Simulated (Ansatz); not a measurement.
Planning a GW calculation on BaTiO3 (Pm-3m).

Symmetry: Pm-3m, No. 221, cubic system. Conventional cell: a = 4.006 Å, b = 4.006 Å, c = 4.006 Å, α = 90.00°, β = 90.00°, γ = 90.00°. Nearest to Ba lie 12 O at 2.83 Å. Nearest to Ti lie 6 O at 2.00 Å. Nearest to O lie 2 Ti at 2.00 Å and 4 Ba at 2.83 Å. Farther neighbours and most contacts between anions are not listed.

```yaml
crystal:
  lattice:
    - [4.00600, 0.00000, 0.00000]
    - [0.00000, 4.00600, 0.00000]
    - [0.00000, 0.00000, 4.00600]
  atoms:
    - { symbol: Ba, position: [0.50000, 0.50000, 0.50000] }
    - { symbol: Ti, position: [0.00000, 0.00000, 0.00000] }
    - { symbol: O, position: [0.50000, 0.00000, 0.00000] }
    - { symbol: O, position: [0.00000, 0.50000, 0.00000] }
    - { symbol: O, position: [0.00000, 0.00000, 0.50000] }
```

The cell and positions come from the Crystallography Open Database and are kept as given unless a step says otherwise. Spin-orbit coupling is left out unless a run names it.

Runs so far (Ansatz 0.2.0, start PBE, hard PAW files, 6×6×6 mesh). Times are wall times on 1 × NVIDIA H100 80GB HBM3 (shared by 3 runs) with 4 threads of AMD EPYC 7R13 (Zen 3), shared host, good to a factor of about two.

```
bands summed  cutoff (eV)  gap on the mesh (eV)   time
         188          110                 3.182   40 s
         402          190                 3.214   63 s
         667          270                 3.246  2 min
```

Question: What should the next rung give, with 1101 bands and screening to 380 eV, and where is the limit?

The error falls about as one over the bands when the cutoff rises with them. A line through the two highest rungs given predicts 3.266 eV; the run gave 3.272 eV, close to it. The two highest rungs put the limit near 3.312 eV, the pair below near 3.296 eV; their difference is a rough measure of what is unsettled in bands and cutoff; the mesh is a separate error.

Gaps are over the mesh's points; an edge off the mesh would be missed. Limits: not at the basis limit; no spin-orbit coupling.

[Paths, hosts, dates, memory and timing lines, banners, echoed tables and standing remarks are left out of the program output.]

[Logs are printed without paths, hosts, clocks, repeated set-up lines and the standing remarks that a program may print on its own settings, such as how far it seeks lower states.]

[Runs of the session that timed out or met a known fault of the program may be left out.]

[Cells called generated may have been cut or substituted from an entry of the Crystallography Open Database or the Materials Project.]

[Hosts, paths, dates, database ids (printed as entryN), source tags and the programs' standing remarks are cut or masked in the printed files.]
